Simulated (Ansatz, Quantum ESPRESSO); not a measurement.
# ZrH2 (Fm-3m): zone-centre phonons, part 2 of 2

Which modes does ZrH2 (Fm-3m) have at the zone centre?

Quantum ESPRESSO 7.5; DFT PBEsol, scalar-relativistic, plane waves, PseudoDojo norm-conserving pseudopotentials.

So far. Step 5 (Linear response at Γ): The acoustic modes at Γ come out as far as 8.5 cm⁻¹ from zero, where they should vanish, a small numerical error. The relaxed cell has a = 4.763 Å (conventional setting).

## 6. Zone-centre analysis

A rigid shift of the crystal must cost nothing, but grids and finite bases break this; the acoustic sum rule is imposed before the matrix is diagonalised again.

Input file dynmat.in:

```
&input
   fildyn = 'g.dyn'
   asr = 'simple'
   fileig = 'dynmat.eig'
/
```

Run with:

```
dynmat.x -in dynmat.in > dynmat.out
```

Numbers of over 12 decimals in the logs are rounded to 6 here.

The log of the run:

```text
[banner, memory and clock lines left out]
Program DYNMAT v.7.5

     Reading Dynamical Matrix from file g.dyn
     ...Force constants read
     ...epsilon and Z* not read (not found on file)
     A direction for q was not specified:TO-LO splitting will be absent

     Polarizability (A^3 units)
     multiply by 1.000000 for Clausius-Mossotti correction
         0.000000    0.000000    0.000000
         0.000000    0.000000    0.000000
         0.000000    0.000000    0.000000

     IR activities are in (D/A)^2/amu units

# mode   [cm-1]    [THz]      IR
    1     -0.00   -0.0000    0.0000
    2     -0.00   -0.0000    0.0000
    3     -0.00   -0.0000    0.0000
    4   1089.61   32.6657    0.0000
    5   1089.61   32.6657    0.0000
    6   1089.61   32.6657    0.0000
    7   1233.28   36.9727    0.0000
    8   1233.28   36.9727    0.0000
    9   1233.28   36.9727    0.0000

[cm-1]
[end of the log left out, with the tail of the file of modes that dynmat.x writes under the same name]
```

Run time: 0.45 s. Hardware: 1 thread of Arm Neoverse V1, shared host.

Read from the output:

```
lowest optical zone-centre mode : 1090 cm⁻¹
```

Unit eigenvectors of the mass-weighted matrix after the sum rule; no LO-TO term. The modes at Γ (shares of kinetic energy by element, %):

| mode | frequency (cm⁻¹) | symmetry | Zr % | H % |
| --- | --- | --- | --- | --- |
| 1 | 0.0 | acoustic | 98 | 2 |
| 2 | 0.0 | acoustic | 98 | 2 |
| 3 | 0.0 | acoustic | 98 | 2 |
| 4 | 1089.6 | T1u | 2 | 98 |
| 5 | 1089.6 | T1u | 2 | 98 |
| 6 | 1089.6 | T1u | 2 | 98 |
| 7 | 1233.3 | T2g | 0 | 100 |
| 8 | 1233.3 | T2g | 0 | 100 |
| 9 | 1233.3 | T2g | 0 | 100 |

Displacements in mode 6 (1089.6 cm⁻¹), the largest set to 1:
```
Zr1  0.00  0.00 -0.02
H2   0.01  0.02  1.00
H3   0.01  0.02  1.00
```

Displacements in mode 7 (1233.3 cm⁻¹), the largest set to 1:
```
Zr1  0.00  0.00  0.00
H2   0.04  0.16  1.00
H3  -0.04 -0.16 -1.00
```

The rule also moves an optical mode by 0.5 cm⁻¹.

## 7. Sum rules set otherwise (asr no)

Without the rule the raw error of the acoustic modes shows.

Input file dynmat.in:

```
&input
   fildyn = 'g.dyn'
   asr = 'no'
   fileig = 'dynmat.eig'
/
```

Run with:

```
dynmat.x -in dynmat.in > dynmat.out
```

The log of the run:

```text
[banner, memory and clock lines left out]
Program DYNMAT v.7.5

     Reading Dynamical Matrix from file g.dyn
     ...Force constants read
     ...epsilon and Z* not read (not found on file)
     A direction for q was not specified:TO-LO splitting will be absent

     Polarizability (A^3 units)
     multiply by 1.000000 for Clausius-Mossotti correction
         0.000000    0.000000    0.000000
         0.000000    0.000000    0.000000
         0.000000    0.000000    0.000000

     IR activities are in (D/A)^2/amu units

# mode   [cm-1]    [THz]      IR
    1     -8.50   -0.2550    0.0000
    2     -8.50   -0.2550    0.0000
    3     -8.50   -0.2550    0.0000
    4   1089.12   32.6511    0.0000
    5   1089.12   32.6511    0.0000
    6   1089.12   32.6511    0.0000
    7   1232.84   36.9596    0.0000
    8   1232.84   36.9596    0.0000
    9   1232.84   36.9596    0.0000

[cm-1]
[end of the log left out, with the tail of the file of modes that dynmat.x writes under the same name]
```

Run time: 0.45 s. Hardware: 1 thread.

Numbers from this step:

```
lowest optical zone-centre mode : 1089 cm⁻¹
```

Zone-centre frequencies as printed; negative means imaginary. Modes:

| mode | frequency (cm⁻¹) |
| --- | --- |
| 1 | -8.5 |
| 2 | -8.5 |
| 3 | -8.5 |
| 4 | 1089 |
| 5 | 1089 |
| 6 | 1089 |
| 7 | 1233 |
| 8 | 1233 |
| 9 | 1233 |

Against the first rule no mode moves by more than 8.6 cm⁻¹.

## 8. Sum rules set otherwise (asr crystal)

The rule can be imposed in more than one way; the choices should agree where the raw error is small.

Input file dynmat.in:

```
&input
   fildyn = 'g.dyn'
   asr = 'crystal'
   fileig = 'dynmat.eig'
/
```

Run with:

```
dynmat.x -in dynmat.in > dynmat.out
```

The log of the run:

```text
[banner, memory and clock lines left out]
Program DYNMAT v.7.5

     Reading Dynamical Matrix from file g.dyn
     ...Force constants read
     ...epsilon and Z* not read (not found on file)
     Acoustic Sum Rule: || Z*(ASR) - Z*(orig)|| =    0.000000E+00
     Acoustic Sum Rule: ||dyn(ASR) - dyn(orig)||=    4.232240E-04
     A direction for q was not specified:TO-LO splitting will be absent

     Polarizability (A^3 units)
     multiply by 1.000000 for Clausius-Mossotti correction
         0.000000    0.000000    0.000000
         0.000000    0.000000    0.000000
         0.000000    0.000000    0.000000

     IR activities are in (D/A)^2/amu units

# mode   [cm-1]    [THz]      IR
    1      0.00    0.0000    0.0000
    2      0.00    0.0000    0.0000
    3      0.00    0.0000    0.0000
    4   1089.08   32.6499    0.0000
    5   1089.08   32.6499    0.0000
    6   1089.08   32.6499    0.0000
    7   1232.84   36.9596    0.0000
    8   1232.84   36.9596    0.0000
    9   1232.84   36.9596    0.0000

[end of the log left out, with the tail of the file of modes that dynmat.x writes under the same name]
```

The job ended after 0.45 s (1 thread).

Zone-centre frequencies as printed; negative means imaginary. Modes:

| mode | frequency (cm⁻¹) |
| --- | --- |
| 1 | 0 |
| 2 | 0 |
| 3 | 0 |
| 4 | 1089 |
| 5 | 1089 |
| 6 | 1089 |
| 7 | 1233 |
| 8 | 1233 |
| 9 | 1233 |

Against the first rule no mode moves by more than 0.6 cm⁻¹.

## 9. A second program

The same cell goes through another code, with its own cutoff. It uses its own PAW datasets, so the potentials differ. Its k mesh is centred on Γ.

This step: DFT PBEsol, scalar-relativistic, plane waves, PAW (Ansatz 0.2.0).

Input file input.yaml:

```yaml
crystal:
  lattice:
    - [-2.3812772926, 0.0, 2.3812772926]
    - [0.0, 2.3812772926, 2.3812772926]
    - [-2.3812772926, 2.3812772926, 0.0]
  atoms:
    - { symbol: Zr, position: [0.0, 0.0, 0.0] }
    - { symbol: H, position: [0.25, 0.25, 0.25] }
    - { symbol: H, position: [0.75, 0.75, 0.75] }
kpoints:
  mp_grid: { grid: [12, 12, 12] }
hamiltonian:
  xc: pbesol
scf:
  occupations: { method: cold, width: 0.27211 }
output:
  eigenvalues: true
phonons:
  method: dfpt
```

Run with:

```
ansatz run input.yaml --threads 4 --pin off --max-ram 8192MiB --backend cpu --events-out ev --progress --plain --runs-dir out
```

The log of the run:

```text
zone centre: on kpoints.mp_grid the ground state, and the responses unless they are solved on pairs of k-points, stand on 163 of the mesh's 1728 k-points, reduced under 8 symmetry operations, with k and −k counted as one. Each operation leaves every solved displacement unchanged or reverses it
Engine: ansatz 0.2.0, aarch64-unknown-linux-gnu
Pseudopotentials: kind: paw
Pseudopotential: Zr, paw, valence charge 12, recommended cutoff 420 eV (normal), Zr.paw.azcp
Pseudopotential: H, paw, valence charge 1, recommended cutoff 420 eV (normal), H.paw.azcp
Functional definition: PBEsol
  exchange = pbesol_x
  correlation = pbesol_c
Crystal: 3 atoms, lattice volume = 27.006 Å³
Basis set: ecut = 420 eV, 531 PW (Γ), exchange–correlation on 48×48×48 points (8 copies of the dense FFT grid, shifted against one another)
Bands: 11, of which v1, the nominal top of the filled ones, is band 7 counted from 1 (6 counted from 0)
Symmetry: 48 space group operations
k-points: 163 of 1728 (irreducible under 8 space group operations, time reversal used)
Non-local potential: Zr, projectors of the file, l = 0: 3, l = 1: 2, l = 2: 2, l = 3: 2
Non-local potential: H, projectors of the file, l = 0: 2, l = 1: 1
PAW form: soft (Blöchl's): semilocal exchange-correlation on the pseudo side does not see the compensation charge
PAW frozen core: Zr, regenerated for the run's functional, and the local potential with it (the file was generated under x = pbe(κ = 0.804, μ = 0.219515), c = pbe(β = 0.066725))
PAW one-centre angular grid: Zr, 590 points (default); XC on 64 Gauss nodes
PAW one-centre angular grid: H, 110 points (default); XC on 64 Gauss nodes
Initial density: superposition of atomic densities (neutral atoms: chi_scale 0, normalization atom), corrected by the library's trained network
Initial wavefunctions: pseudopotential atomic-orbital guess
Functional: x = pbesol(κ = 0.804, μ = 0.123457), c = pbesol(β = 0.046)
SCF iter   1: F=—  HF=-4161.854990 eV  |F-HF|=—  |Δ(HF+E_count)|=         —  Δρ=7.76e-3  dr2=1.25e-2  ethr=1.77e-3  ⟨swp⟩=5.0  Hψ=9191  notcnv=0
preconditioner: auto → none  [metal: Δε(μ)=0.015 eV  Ē_g=7.850 eV  σ=0.272 eV  W_gap=0.04  n_scr=8 (ndim 8)  ℏωp=17.5 eV  f_vac=0.000  D(μ)=1.34/eV (n_scr^D=14)  sad-step TF]
SCF iter   2: F=—  HF=-4161.851633 eV  |F-HF|=—  |Δ(HF+E_count)|=   3.36e-3  S|Δr|=    0.00e0  Δρ=4.23e-3  dr2=4.19e-3  ethr=8.95e-5  ⟨swp⟩=1.0  Hψ=3097  notcnv=0
SCF iter   3: F=—  HF=-4161.850161 eV  |F-HF|=—  |Δ(HF+E_count)|=   1.47e-3  S|Δr|=    0.00e0  Δρ=3.17e-4  dr2=1.30e-5  ethr=2.99e-5  ⟨swp⟩=2.0  Hψ=2081  notcnv=0
SCF iter   4: F=—  HF=-4161.850159 eV  |F-HF|=—  |Δ(HF+E_count)|=   1.97e-6  S|Δr|=    0.00e0  Δρ=8.03e-5  dr2=1.39e-6  ethr=9.30e-8  ⟨swp⟩=2.0  Hψ=2353  notcnv=0
SCF iter   5: F=—  HF=-4161.850159 eV  |F-HF|=—  |Δ(HF+E_count)|=   8.05e-8  S|Δr|=    0.00e0  Δρ=1.70e-5  dr2=7.30e-8  ethr=9.93e-9  ⟨swp⟩=2.2  Hψ=2767  notcnv=0
SCF iter   6: F=—  HF=-4161.850159 eV  |F-HF|=—  |Δ(HF+E_count)|=   3.00e-8  S|Δr|=    0.00e0  Δρ=3.59e-6  dr2=1.66e-9  ethr=5.22e-10  ⟨swp⟩=2.1  Hψ=2852  notcnv=0
SCF iter   7: F=—  HF=-4161.850159 eV  |F-HF|=—  |Δ(HF+E_count)|=  2.88e-10  S|Δr|=    0.00e0  Δρ=3.66e-7  dr2=3.13e-11  ethr=1.18e-11  ⟨swp⟩=2.0  Hψ=2856  notcnv=0
SCF iter   8: F=-4161.850159 eV  HF=-4161.850159 eV  |F-HF|=9.09e-13  |Δ(HF+E_count)|=  4.55e-12  S|Δr|=    0.00e0  Δρ=4.46e-8  dr2=2.57e-13  ethr=1.00e-12  ⟨swp⟩=5.2  Hψ=6518  notcnv=0
SCF 1 converged in 8 iterations: F = -4161.850159 eV  dr2 = 2.57e-13
  greatest PAW one-centre occupation: 0.996 electrons in one spin orbital (limit 2), on the Zr atom at site 0 (counted from 0), in its partial waves of l = 0
DFPT response loops at Γ: preconditioner auto → Kerker (q_TF=auto, 2.445 Å⁻¹) (partly filled bands, converged f_vac=0.000); β = 1.00, the filter's whole step (`scf.mixing.beta` (0.50) is not read by the response loops under this deck's `scf.mixing.preconditioner`; to damp them name `kerker` or `kerker_dos`, under which they read `scf.mixing.beta`, and type it under 1.00, their step now; both keys bind the ground state too); Broyden in place of MSR1
SCF converged after 8 iterations
Stability not checked: this state was not tested for a lower state beside it, because cold or Methfessel-Paxton smearing, or corrected tetrahedra, fill the levels in a way that the test cannot read (fill_not_monotonic; see scf.lower_state_search)
Free energy (F): -4161.850159 eV
Harris-Foulkes:  -4161.850159 eV  (|F-HF|=9.09e-13)
Internal energy: -4161.838842 eV  (E = F + TS)
E sigma→0 (E₀):  -4161.846386 eV
Entropy (-TS):   -0.011317 eV (-3.772 meV/atom)
Fermi energy:    13.102432 eV
--- Per-component energies (eV) ---
  E_band       = -104.463353
  E_kinetic    = 363.303536
  E_local      = -656.016616  (includes V_loc(G=0)·N_el)
  E_nonlocal   = 83.510139
  E_hartree    = 201.662554
  E_xc         = -180.096362
  E_vxc        = -216.014268  (∫ρ·V_xc dr)
  E_paw        = -2900.924169  (= ΣΔE_a)
  E_vpaw       = -82.568829  (= ΣTr[D̂ρ^β])
  E_aug_tail   = -0.002431  (compensation charges beyond the density's cutoff)
  E_ewald      = -1073.441213
  E_core_change = 0.165720  (= ΣΔE_core)
  E_smearing   = -0.011317  (= −TS)
  E_closure    = -0.000000  (closes the sum)
  Σ components = -4161.850159   (vs F -4161.850159, Δ=0.00e0)
--- Band table (eV; the first three rows and the last of 163) ---
  k-point 0: bands = [... 3 lower, -13.7503, 3.3545, 11.8177, 12.7451, 12.7451, 12.7451, 15.4406, 15.4406]
  k-point 1: bands = [... 3 lower, -13.7565, 3.5342, 10.7060, 12.8386, 12.8386, 14.0774, 15.3486, 15.3486]
  k-point 2: bands = [... 3 lower, -13.7733, 4.0290, 9.5255, 13.0492, 13.0492, 15.2064, 15.2064, 15.8589]
  k-point 162: bands = [... 3 lower, -13.9926, 6.4181, 8.6024, 9.6106, 17.0500, 17.1130, 17.1130, 19.9127]
--- Phonons (Γ-DFPT): 2 representative perturbations + reference, on 163 of 1728 k-points (Σ response iterations 6) ---
  k mesh reduced under 8 symmetry operations, with k and −k counted as one. Each operation leaves every solved displacement unchanged or reverses it
  ASR residual: 3.588e-5 → 0.000e0 eV/Å²; symmetrization residual: 4.059e-8 eV/Å²
  ASR residual per site (eV/Å²): 3.59e-5 1.70e-6 1.70e-6
  Γ frequencies (cm⁻¹): 0.00 0.00 0.00 1090.64 1090.64 1090.64 1234.02 1234.02 1234.02
  non-analytic LO–TO correction: not included (Born effective charges unavailable; polar crystals: no LO–TO splitting at Γ)
```

Run time: 4 s. Hardware: 4 threads; peak memory 0.45 GiB; 14 s of CPU time.

This step gave:

- sum-rule residual before enforcement: 3.59e-5 eV/Å²
- highest optical zone-centre mode (no LO-TO term): 1234 cm⁻¹
- lowest optical zone-centre mode: 1091 cm⁻¹

## 10. Side by side: QE PseudoDojo and Ansatz, PAW

Worked out from the results:

| Quantity | Value |
| --- | --- |
| root-mean-square difference | 0.9 cm⁻¹ |
| largest difference | 1.03 cm⁻¹ |

Frequencies side by side, by row:

| q (reciprocal lattice) | mode | QE PseudoDojo (cm⁻¹) | Ansatz, PAW (cm⁻¹) |
| --- | --- | --- | --- |
| 0 0 0 | 1 | 0 | 0 |
| 0 0 0 | 2 | 0 | 0 |
| 0 0 0 | 3 | 0 | 0 |
| 0 0 0 | 4 | 1090 | 1091 |
| 0 0 0 | 5 | 1090 | 1091 |
| 0 0 0 | 6 | 1090 | 1091 |
| 0 0 0 | 7 | 1233 | 1234 |
| 0 0 0 | 8 | 1233 | 1234 |
| 0 0 0 | 9 | 1233 | 1234 |

At the zone centre the largest difference (acoustic modes at Γ apart) is 0.08 % of the highest mode.

## 11. What came out

```json
{
  "space group after relaxation": "Fm-3m",
  "volume per atom": "9.00 Å³",
  "highest optical zone-centre mode (no LO-TO term)": "1233 cm⁻¹",
  "lowest optical zone-centre mode": "1090 cm⁻¹",
  "imaginary optical modes at the zone centre (no q mesh in this session)": "none",
  "largest difference from Ansatz, PAW": "1.03 cm⁻¹"
}
```

**Reading.** At the PBEsol level the optical modes of ZrH2 (Fm-3m) at the zone centre run from 1090 to 1233 cm⁻¹. Of the 6 optical modes, 3 are infrared active alone and 3 are Raman active alone; inversion symmetry keeps the two sets apart. QE PseudoDojo and Ansatz, PAW differ by 0.9 cm⁻¹ in the root mean square and by 1.0 cm⁻¹ at most, 0.1 % of the highest mode compared (acoustic modes at Γ left out); the two use different potentials, and the cell was not relaxed for the second set. These are harmonic frequencies at zero temperature: anharmonic shifts and linewidths and thermal expansion are left out. In a metal the frequencies hang on the k mesh and the smearing, most of all near Kohn anomalies. The relaxation ran at 64 Ry, under the 72 Ry recommended for these files; the stress of so short a basis can leave the cell about one per cent too small. The structure comes from a database and need not be the phase that is stable at ambient conditions.

[Host names and launcher messages were left out of these logs when they were recorded.]

[Logs are printed without paths, hosts, clocks, repeated set-up lines and the standing remarks that a program may print on its own settings, such as how far it seeks lower states.]

[Hosts, paths, dates, database ids (printed as entryN), source tags and the programs' standing remarks are cut or masked in the printed files.]
